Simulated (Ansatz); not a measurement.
# Te on Ni(100): change of the work function, part 4 of 5

Aim: the work function of Ni(100) at several coverages of Te (bridge site), and the dipole that each adsorbate carries.

Ansatz 0.2.0; plane-wave DFT, RPBE, Ansatz PAW (the session's first sound run).

So far, work function, upper face (eV): step 2 (the clean slab) 4.71; step 3 (17 atoms, coverage 0.25 ML, cell 2x2) 4.60; step 4 (18 atoms, coverage 0.5 ML, cell 2x2) 4.24.

### 6. The slab at 0.25 ML, atoms frozen

This step: plane-wave DFT, RPBE, Ansatz PAW (Ansatz 0.2.0).

System of this step: Te/Ni(100). The cell holds 17 atoms: 16 Ni and 1 Te. Cell: a = 4.978 Å, b = 4.978 Å, c = 25.765 Å, α = 90.0°, β = 90.0°, γ = 90.0°. Vacuum lies along c.

To see where the charge goes, the covered slab, the bare substrate and the adsorbate layer are each run at the same frozen positions and on the same grid.

Input file input.yaml:

```yaml
crystal:
  lattice:
    - [4.9780317396, 0.0, 0.0]
    - [0.0, 4.9780317396, 0.0]
    - [0.0, 0.0, 25.764863323]
  atoms:
    - { symbol: Ni, position: [0.25, 0.25, 0.3493129339], spin: 0.7 }
    - { symbol: Ni, position: [0.0, 0.0, 0.4176230188], spin: 0.7 }
    - { symbol: Ni, position: [0.25, 0.2524082186, 0.4877842661], spin: 0.7 }
    - { symbol: Ni, position: [-0.0086109058, 0.0, 0.5551755998], spin: 0.7 }
    - { symbol: Ni, position: [0.25, 0.75, 0.3493129339], spin: 0.7 }
    - { symbol: Ni, position: [0.0, 0.5, 0.4176230188], spin: 0.7 }
    - { symbol: Ni, position: [0.25, 0.7475917814, 0.4877842661], spin: 0.7 }
    - { symbol: Ni, position: [0.0013049393, 0.5, 0.5580883758], spin: 0.7 }
    - { symbol: Ni, position: [0.75, 0.25, 0.3493129339], spin: 0.7 }
    - { symbol: Ni, position: [0.5, 0.0, 0.4176230188], spin: 0.7 }
    - { symbol: Ni, position: [0.75, 0.2534020875, 0.4880613795], spin: 0.7 }
    - { symbol: Ni, position: [0.5086109058, 0.0, 0.5551755998], spin: 0.7 }
    - { symbol: Ni, position: [0.75, 0.75, 0.3493129339], spin: 0.7 }
    - { symbol: Ni, position: [0.5, 0.5, 0.4176230188], spin: 0.7 }
    - { symbol: Ni, position: [0.75, 0.7465979125, 0.4880613795], spin: 0.7 }
    - { symbol: Ni, position: [0.4986950607, 0.5, 0.5580883758], spin: 0.7 }
    - { symbol: Te, position: [0.25, 0.0, 0.6347344592] }
magnetization:
  spin_polarized: true
kpoints:
  mp_grid: { grid: [6, 6, 1] }
hamiltonian:
  xc: rpbe
scf:
  occupations: { method: fermi_dirac, width: 0.1 }
  convergence: { dr2_threshold: 1.0e-08 }
efield:
  axis: 3
  dipole_correction: true
  ramp_position: 0.97
  ramp_width: 0.06
output:
  write_potential: true
  write_density: true
  volumetric_format: npy
```

Command:

```bash
$ ansatz run input.yaml --threads 4 --pin off --max-ram 12288MiB --backend cpu --events-out ev --progress --plain --runs-dir out
```

Numbers of over 12 decimals in the logs are rounded to 6 here.

Output:

```text
[...]
Crystal: 17 atoms, lattice volume = 638.474 Å³
Basis set: ecut = 420 eV, 12507 PW (Γ)
Bands: 190, of which v1, the nominal top of the filled ones, is band 152 counted from 1 (151 counted from 0)
Symmetry: 4 space group operations
k-points: 16 of 36
[...]
Starting moments: Σ|m| = 11.2 μB on 16 of 17 sites
[...]
SCF iter   1: F=—  HF=-100484.001450 eV  |F-HF|=—  |Δ(HF+E_count)|=         —  Δρ=2.24e-2 (↑2.24e-2 ↓2.10e-2)  dr2=3.36e1  dr2_m=1.88e0  M=12.139 μB ∫|m|=12.812 μB  β_m=1.00  ethr=3.10e-3  p=-0.000 e·Å  D=-1.18e-6 V/Å  ΔV_dip=0.00 eV  dr2_dipole=3.27e0  V_vac-E_F(+/−)=6.84/6.84 eV  ⟨swp⟩=11.1  Hψ=32294  notcnv=0  defer=344
[...]
SCF iter  18: F=-100500.377189 eV  HF=-100500.377189 eV  |F-HF|=3.26e-9  |Δ(HF+E_count)|=  7.28e-10  Δρ=3.13e-7 (↑1.75e-7 ↓3.13e-7)  dr2=1.32e-9  dr2_m=4.04e-11  M=10.747 μB ∫|m|=12.324 μB  ethr=2.11e-12  p=0.018 e·Å  D=5.06e-3 V/Å  ΔV_dip=-0.13 eV  dr2_dipole=1.18e-10  V_vac-E_F(+/−)=4.60/4.73 eV  ⟨swp⟩=13.6  Hψ=27351  notcnv=0
SCF 1 converged in 18 iterations: F = -100500.377189 eV  dr2 = 1.32e-9
[...]
SCF converged after 18 iterations
Magnetization: 10.7474 μB (157.3737 up, 146.6263 down)
Absolute magnetization: 12.3368 μB (∫|ρ↑−ρ↓|, with the PAW one-centre terms)
[...]
Per-site moments (μB) at R_I (Å): [(0.782869, 1.026719), (0.703939, 1.026719), (0.732573, 1.016829), (0.512003, 0.991355), (0.782869, 1.026719), (0.705203, 1.026719), (0.732573, 1.016829), (0.744540, 1.021360), (0.771679, 1.026719), (0.703939, 1.026719), (0.669239, 1.012541), (0.512003, 0.991355), (0.771679, 1.026719), (0.705203, 1.026719), (0.669239, 1.012541), (0.744540, 1.021360), (0.065982, 0.998481)]
Free energy (F): -100500.377189 eV
[...]
Internal energy: -100499.424736 eV  (E = F + TS)
E sigma→0 (E₀):  -100499.900963 eV
Entropy (-TS):   -0.952453 eV (-56.027 meV/atom)
Fermi energy:    2.331839 eV
Dipole field:    D = 0.005048 V/Å  (p = 0.017810 e·Å, saw-weighted, corrected)
Work function:   Φ+ = 4.5980 eV   Φ− = 4.7281 eV
[...]
--- Band table (eV; the first three rows and the last of 32) ---
  k-point 0 ↑: bands = [... 148 lower, 1.7810, 1.7828, 1.8346, 1.8608, 1.8808, 2.0416, 2.1044, 2.1530, ... 34 higher]
  k-point 1 ↑: bands = [... 148 lower, 1.7101, 1.7372, 1.7499, 1.7827, 1.9557, 1.9890, 2.0341, 2.1312, ... 34 higher]
  k-point 2 ↑: bands = [... 148 lower, 1.6503, 1.6650, 1.6914, 1.6940, 1.7633, 1.7706, 1.7789, 1.8367, ... 34 higher]
  k-point 15 ↓: bands = [... 148 lower, 2.1161, 2.1420, 2.3006, 2.3616, 2.4849, 2.5628, 2.5686, 2.5787, ... 34 higher]
```

Elapsed: 6.3 min, on 4 threads of Arm Neoverse V1, shared host; peak memory 5 GiB.

In the SCF lines HF is the Harris–Foulkes energy and dr2 the Hartree energy of the density residual, in eV; the loop may stop once dr2 is under the threshold and the program's other checks hold. Hψ counts applications of the Hamiltonian.

Numbers from this step:

```
energy at zero smearing        : -100499.9010 eV
total moment                   : 10.75 μB
work function, upper face      : 4.598 eV
work function, lower face      : 4.728 eV
dipole along the normal        : 0.01781 e·Å
step between the vacuum levels : -0.1301 eV
```

The work function of the upper face is 4.60 eV.

### 7. The substrate of the 0.25 ML cell alone

System of this step: Te/Ni(100), substrate alone, atoms held. The cell holds 16 atoms: 16 Ni. Its edges and angles: a = 4.978 Å, b = 4.978 Å, c = 25.765 Å, α = 90.0°, β = 90.0°, γ = 90.0°. Vacuum lies along c.

The second part, atoms unmoved.

input.yaml, the sections that differ from step 6:

```yaml
crystal:
  lattice:
    - [4.9780317396, 0.0, 0.0]
    - [0.0, 4.9780317396, 0.0]
    - [0.0, 0.0, 25.764863323]
  atoms:
    - { symbol: Ni, position: [0.25, 0.25, 0.3493129339], spin: 0.78 }
    - { symbol: Ni, position: [0.0, 0.0, 0.4176230188], spin: 0.7 }
    - { symbol: Ni, position: [0.25, 0.2524082186, 0.4877842661], spin: 0.73 }
    - { symbol: Ni, position: [-0.0086109058, 0.0, 0.5551755998], spin: 0.51 }
    - { symbol: Ni, position: [0.25, 0.75, 0.3493129339], spin: 0.78 }
    - { symbol: Ni, position: [0.0, 0.5, 0.4176230188], spin: 0.71 }
    - { symbol: Ni, position: [0.25, 0.7475917814, 0.4877842661], spin: 0.73 }
    - { symbol: Ni, position: [0.0013049393, 0.5, 0.5580883758], spin: 0.74 }
    - { symbol: Ni, position: [0.75, 0.25, 0.3493129339], spin: 0.77 }
    - { symbol: Ni, position: [0.5, 0.0, 0.4176230188], spin: 0.7 }
    - { symbol: Ni, position: [0.75, 0.2534020875, 0.4880613795], spin: 0.67 }
    - { symbol: Ni, position: [0.5086109058, 0.0, 0.5551755998], spin: 0.51 }
    - { symbol: Ni, position: [0.75, 0.75, 0.3493129339], spin: 0.77 }
    - { symbol: Ni, position: [0.5, 0.5, 0.4176230188], spin: 0.71 }
    - { symbol: Ni, position: [0.75, 0.7465979125, 0.4880613795], spin: 0.67 }
    - { symbol: Ni, position: [0.4986950607, 0.5, 0.5580883758], spin: 0.74 }
# magnetization, kpoints, hamiltonian, scf, efield, output: as in step 6
```

Output:

```text
[...]
Crystal: 16 atoms, lattice volume = 638.474 Å³
Basis set: ecut = 420 eV, 12507 PW (Γ)
Bands: 180, of which v1, the nominal top of the filled ones, is band 144 counted from 1 (143 counted from 0)
Symmetry: 4 space group operations
k-points: 16 of 36
[...]
Starting moments: Σ|m| = 11.22 μB on 16 of 16 sites
[...]
SCF iter   1: F=—  HF=-93494.489389 eV  |F-HF|=—  |Δ(HF+E_count)|=         —  Δρ=2.70e-2 (↑2.53e-2 ↓2.70e-2)  dr2=1.50e1  dr2_m=3.27e0  M=13.690 μB ∫|m|=14.327 μB  β_m=1.00  ethr=3.10e-3  p=-0.000 e·Å  D=-1.09e-6 V/Å  ΔV_dip=0.00 eV  dr2_dipole=2.49e-4  V_vac-E_F(+/−)=6.96/6.96 eV  ⟨swp⟩=11.1  Hψ=28837  notcnv=0  defer=263
[...]
SCF iter  18: F=-93509.999860 eV  HF=-93509.999860 eV  |F-HF|=3.09e-9  |Δ(HF+E_count)|=  2.76e-10  Δρ=3.94e-7 (↑7.22e-8 ↓3.94e-7)  dr2=3.22e-9  dr2_m=1.75e-10  M=11.155 μB ∫|m|=12.839 μB  ethr=1.74e-12  p=0.000 e·Å  D=1.03e-4 V/Å  ΔV_dip=-0.00 eV  dr2_dipole=6.03e-10  V_vac-E_F(+/−)=4.71/4.71 eV  ⟨swp⟩=14.5  Hψ=25039  notcnv=0
SCF 1 converged in 18 iterations: F = -93509.999860 eV  dr2 = 3.22e-9
[...]
SCF converged after 18 iterations
Magnetization: 11.1550 μB (149.5775 up, 138.4225 down)
Absolute magnetization: 12.8514 μB (∫|ρ↑−ρ↓|, with the PAW one-centre terms)
[...]
Per-site moments (μB) at R_I (Å): [(0.775631, 1.026719), (0.712608, 1.026719), (0.710124, 1.016829), (0.775927, 0.991355), (0.775631, 1.026719), (0.706100, 1.026719), (0.710124, 1.016829), (0.779622, 1.021360), (0.776501, 1.026719), (0.712608, 1.026719), (0.709878, 1.012541), (0.775927, 0.991355), (0.776501, 1.026719), (0.706100, 1.026719), (0.709878, 1.012541), (0.779622, 1.021360)]
Free energy (F): -93509.999860 eV
[...]
Internal energy: -93509.030913 eV  (E = F + TS)
E sigma→0 (E₀):  -93509.515387 eV
Entropy (-TS):   -0.968947 eV (-60.559 meV/atom)
Fermi energy:    1.629119 eV
Dipole field:    D = 0.000084 V/Å  (p = 0.000298 e·Å, saw-weighted, corrected)
Work function:   Φ+ = 4.7123 eV   Φ− = 4.7144 eV
[...]
--- Band table (eV; the first three rows and the last of 32) ---
  k-point 0 ↑: bands = [... 140 lower, 1.0275, 1.0328, 1.0344, 1.1664, 1.1728, 1.4017, 1.4028, 1.6830, ... 32 higher]
  k-point 1 ↑: bands = [... 140 lower, 0.9776, 0.9925, 1.0469, 1.0514, 1.0569, 1.0872, 1.2634, 1.2682, ... 32 higher]
  k-point 2 ↑: bands = [... 140 lower, 0.9271, 0.9285, 0.9739, 0.9812, 0.9821, 1.0054, 1.0510, 1.0785, ... 32 higher]
  k-point 15 ↓: bands = [... 140 lower, 1.4461, 1.4631, 1.4636, 1.4833, 1.8880, 1.9033, 1.9066, 1.9129, ... 32 higher]
```

The job ended after 5.6 min (4 threads; peak memory 4.8 GiB).

Numbers from this step:

```
energy at zero smearing   : -93509.5154 eV
total moment              : 11.16 μB
work function, upper face : 4.712 eV
dipole along the normal   : 2.98e-4 e·Å
```

Site moment by atom:

```
atom  site moment (μB)
 Ni1             0.776
 Ni2             0.713
 Ni3             0.710
 Ni4             0.776
 Ni5             0.776
 Ni6             0.706
 Ni7             0.710
 Ni8             0.780
 Ni9             0.777
Ni10             0.713
Ni11             0.710
Ni12             0.776
Ni13             0.777
Ni14             0.706
Ni15             0.710
Ni16             0.780
```

The work function of the upper face is 4.71 eV.

### 8. The adsorbate layer of the 0.25 ML cell alone

System of this step: Te/Ni(100), adsorbate layer alone, atoms held. The cell holds 1 atom: 1 Te. Cell: a = 4.978 Å, b = 4.978 Å, c = 25.765 Å, α = 90.0°, β = 90.0°, γ = 90.0°. Vacuum lies along c.

The third part; a free layer of atoms may carry a moment, so spin is on.

input.yaml, the sections that differ from step 7:

```yaml
crystal:
  lattice:
    - [4.9780317396, 0.0, 0.0]
    - [0.0, 4.9780317396, 0.0]
    - [0.0, 0.0, 25.764863323]
  atoms:
    - { symbol: Te, position: [0.25, 0.0, 0.6347344592], spin: 1.0 }
# magnetization, kpoints, hamiltonian, scf, efield, output: as in step 7
```

Output:

```text
[...]
Crystal: 1 atoms, lattice volume = 638.474 Å³
Basis set: ecut = 420 eV, 12507 PW (Γ)
Bands: 13, of which v1, the nominal top of the filled ones, is band 8 counted from 1 (7 counted from 0)
Symmetry: 8 space group operations
k-points: 10 of 36
[...]
Starting moments: Σ|m| = 1 μB on 1 of 1 site
[...]
SCF iter  30: F=—  HF=-6987.008532 eV  |F-HF|=—  |Δ(HF+E_count)|=   2.46e-2  Δρ=2.62e-3 (↑2.62e-3 ↓2.04e-3)  dr2=2.22e-1  dr2_m=6.34e-4  M=1.999 μB ∫|m|=2.000 μB  β_m=1.20  ethr=3.65e-6  p=0.000 e·Å  D=1.27e-5 V/Å  ΔV_dip=-0.00 eV  dr2_dipole=1.56e-9  V_vac-E_F(+/−)=5.38/5.38 eV  ⟨swp⟩=3.0  Hψ=429  notcnv=0
[...]
spin-set hold released at iteration 30 (site moments' squared step at or under half its running peak, from the soft ceiling on): the magnetisation degrees of freedom join the quasi-Newton model from the next iteration; the mixer history was flushed
SCF iter  31: F=—  HF=-6986.965897 eV  |F-HF|=—  |Δ(HF+E_count)|=   4.26e-2  Δρ=1.39e-3 (↑1.39e-3 ↓7.06e-5)  dr2=2.08e-2  dr2_m=2.90e-3  M=2.000 μB ∫|m|=2.000 μB  β_m=1.20  ethr=3.65e-6  p=0.000 e·Å  D=3.76e-6 V/Å  ΔV_dip=-0.00 eV  dr2_dipole=1.87e-10  V_vac-E_F(+/−)=5.40/5.40 eV  ⟨swp⟩=3.0  Hψ=514  notcnv=0  κ⁻¹=1.0e0(r=1)
density mixer auto → broyden: no gap read (density of states about μ 1.54 of a free-electron gas's, 40 screened modes)
SCF iter  32: F=—  HF=-6986.998412 eV  |F-HF|=—  |Δ(HF+E_count)|=   3.25e-2  Δρ=2.00e-3 (↑5.30e-5 ↓2.00e-3)  dr2=3.86e-2  dr2_m=5.93e-3  M=2.000 μB ∫|m|=2.000 μB  β_m=1.20  ethr=3.65e-6  p=-0.000 e·Å  D=-6.22e-7 V/Å  ΔV_dip=0.00 eV  dr2_dipole=1.14e-12  V_vac-E_F(+/−)=5.41/5.41 eV  ⟨swp⟩=3.1  Hψ=511  notcnv=0  κ⁻¹=1.4e-3(r=2)
[...]
SCF iter  41: F=-6987.028775 eV  HF=-6987.028775 eV  |F-HF|=1.89e-8  |Δ(HF+E_count)|=   1.04e-7  Δρ=4.01e-7 (↑1.68e-7 ↓4.01e-7)  dr2=2.04e-9  dr2_m=1.78e-10  M=2.000 μB ∫|m|=2.000 μB  ethr=6.25e-11  p=-0.000 e·Å  D=-3.97e-6 V/Å  ΔV_dip=0.00 eV  dr2_dipole=2.82e-15  V_vac-E_F(+/−)=5.11/5.11 eV  ⟨swp⟩=5.8  Hψ=1089  notcnv=0
SCF 1 converged in 41 iterations: F = -6987.028775 eV  dr2 = 2.04e-9
[...]
this state was not tested for a lower state beside it, because the mixer in use, unlike msr1, does not test its closes by its own steps (another_mixer; see scf.mixing.algorithm and scf.lower_state_search)
SCF converged after 41 iterations
Magnetization: 1.9997 μB (8.9998 up, 7.0002 down)
Absolute magnetization: 2.0050 μB (∫|ρ↑−ρ↓|, with the PAW one-centre terms)
[...]
Per-site moments (μB) at R_I (Å): [(1.899801, 2.053438092585)]
Free energy (F): -6987.028775 eV
[...]
Internal energy: -6986.936287 eV  (E = F + TS)
E sigma→0 (E₀):  -6986.982531 eV
Entropy (-TS):   -0.092488 eV (-92.488 meV/atom)
Fermi energy:    -4.424385 eV
Dipole field:    D = -0.000004 V/Å  (p = -0.000014 e·Å, saw-weighted, corrected)
Work function:   Φ+ = 5.1137 eV   Φ− = 5.1136 eV
[...]
--- Band table (eV; the first three rows and the last of 20) ---
  k-point 0 ↑: bands = [... 4 lower, -40.7948, -14.8700, -6.0182, -5.2514, -5.2514, -0.5406, 0.3519, 0.7129, ... 1 higher]
  k-point 1 ↑: bands = [... 4 lower, -40.7948, -14.8577, -5.9929, -5.4494, -5.2336, -0.2898, 0.4662, 0.8966, ... 1 higher]
  k-point 2 ↑: bands = [... 4 lower, -40.7947, -14.8326, -5.9410, -5.7944, -5.1973, 0.2997, 0.7262, 1.4133, ... 1 higher]
  k-point 9 ↓: bands = [... 4 lower, -40.6355, -13.3998, -4.6493, -4.6493, -4.0678, 1.3617, 2.3703, 2.3703, ... 1 higher]
```

Run time: 14 s. Hardware: 4 threads; peak memory 0.82 GiB.

Numbers from this step:

```
energy at zero smearing   : -6986.9825 eV
total moment              : 2.000 μB
site moments              : 1.900 μB
work function, upper face : 5.114 eV
dipole along the normal   : -1.39e-5 e·Å
```

Site moment by atom:

```
atom  site moment (μB)
 Te1              1.90
```

The free layer carries a moment of 2.0 μB a cell.

### 9. Density difference at 0.25 ML

This step: plane-wave DFT, RPBE, Ansatz PAW; density difference on adsorption (Ansatz 0.2.0).

The densities of the parts are taken from that of the whole and averaged over planes; the first moment of what is left gives the step in the potential.

Numbers from this step:

```
largest charge moved                 : 0.003637 e/Å²
potential step from the moved charge : -0.1280 eV
```

The electron density difference oscillates, so the rows of the table below give means over windows of 1 Å about each position, cut where the curve ends. Its maxima inside the range that stand out by 2 % of the span (Å: e/Å³): 9.0: 5.2e-4, 12.2: 5.0e-4, 13.0: 0.00227, 14.3: 0.00575, 15.3: 0.0122, 17.2: 0.00142. Its minima: 9.3: -3.0e-4, 12.6: -0.00166, 13.9: -0.00428, 14.7: -0.00937, 16.5: -0.00612.

Planar mean, whole system less its parts. Table of electron density difference by z; means over each step:

```
z (Å)  electron density difference (e/Å³)
    5                              3.5e-7
    6                              2.5e-6
    7                              1.9e-5
    8                              1.7e-5
    9                             -4.3e-5
   10                              2.2e-5
   11                             -9.3e-5
   12                              1.1e-4
   13                              3.7e-4
   14                            -0.00125
   15                             0.00212
   16                              3.9e-5
   17                            -0.00112
   18                             -9.0e-5
   19                             -9.1e-5
   20                             -1.1e-5
   21                             -9.2e-7
```

The electrons moved below z oscillates, so the rows of the table below give means over windows of 0.5 Å about each position, cut where the curve ends. Its maxima inside the range that stand out by 2 % of the span (Å: e/Å²): 12.31: 1.7e-4, 13.31: 6.1e-4, 14.46: -5.8e-4, 15.89: 0.00364, 17.61: 2.7e-4. Its minima: 12.74: -2.2e-4, 14.03: -0.00172, 14.89: -0.00354, 16.89: -3.7e-4.

Planar mean, whole system less its parts. Table of electrons moved below z by z; means over each step:

z (Å), electrons moved below z (e/Å²) and a bar from the least value:
```
      5.0    0.00000 ##############
      5.5    0.00000 ##############
      6.0    0.00000 ##############
      6.5    0.00000 ##############
      7.0    0.00001 ##############
      7.5    0.00003 ##############
      8.0    0.00005 ##############
      8.5    0.00002 ##############
      9.0    0.00002 ##############
      9.5    0.00000 ##############
     10.0    0.00000 ##############
     10.5    0.00001 ##############
     11.0   -0.00003 #############
     11.5   -0.00007 #############
     12.0    0.00006 ##############
     12.5   -0.00005 #############
     13.0    0.00027 ###############
     13.5    0.00018 ##############
     14.0   -0.00133 #######
     14.5   -0.00140 ######
     15.0   -0.00266 
     15.5    0.00176 #######################
     16.0    0.00323 ##############################
     16.5    0.00098 ###################
     17.0   -0.00021 ############
     17.5    0.00020 ###############
     18.0    0.00021 ###############
     18.5    0.00009 ##############
     19.0    0.00003 ##############
     19.5    0.00001 ##############
     20.0    0.00000 ##############
     20.5    0.00000 ##############
     21.0    0.00000 ##############
```

(Part 4 of 5 ends here.)

[Logs are printed without paths, hosts, clocks, repeated set-up lines and the standing remarks that a program may print on its own settings, such as how far it seeks lower states.]

[Hosts, paths, dates, database ids (printed as entryN), source tags and the programs' standing remarks are cut or masked in the printed files.]

[Maps of the electrostatic potential energy from Ansatz leave out the sawtooth potential of an applied field or a dipole correction, so their vacuum need not be flat; planar profiles and work functions include it.]
